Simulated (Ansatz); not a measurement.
# A thicker film of Ga2O3 (0001) from four thinner ones

In a field along its normal an insulating film takes a dipole p. Written as a length, p/(ε₀AE), it should grow by 1 − 1/ε for each ångström added.

Set-up. Ansatz 0.2.0, plane waves with PAW datasets (its set soft_2), PBE; corundum films relaxed at a bulk in-plane lattice constant near the measured one, then held in weak fields of both signs with a dipole correction (A is the cell's area, E the outer field).

```
    run  distance between the outer atoms (Å)  p/(ε₀AE) (Å)
3 units                                 4.710         5.475
4 units                                 7.136         7.332
5 units                                 9.460         9.122
6 units                                11.745        10.889
8 units                                16.338             ?
```

**Question.** What value belongs in the row marked “?”, and how far can the other rows tell?

A least-squares line through the 4 rows shown has slope 0.7696 and intercept 1.8455; no row lies more than 0.005 Å off it. That slope means ε = 1/(1 − 0.7696) = 4.34. At 16.338 it gives 0.7696 × 16.338 + 1.8455 = 14.419 Å, beyond the rows fitted. Rounding and scatter of the rows alone allow about ±0.012 Å there.

The run itself gives 14.437 Å: a miss of +0.018 Å, or 0.1 % of the value. The length is met to within 1 %, though ε is more sensitive than the length: the two thickest films give ε = 4.40.

Caveats: This is the electronic response alone. A unit is one step of the cut along the normal (a plane, a pair of planes or a cell), and the layers relax along it, away from their bulk spacing where the functional's lattice constant differs from the one held.

[Logs are printed without paths, hosts, clocks, repeated set-up lines and the standing remarks that a program may print on its own settings, such as how far it seeks lower states.]
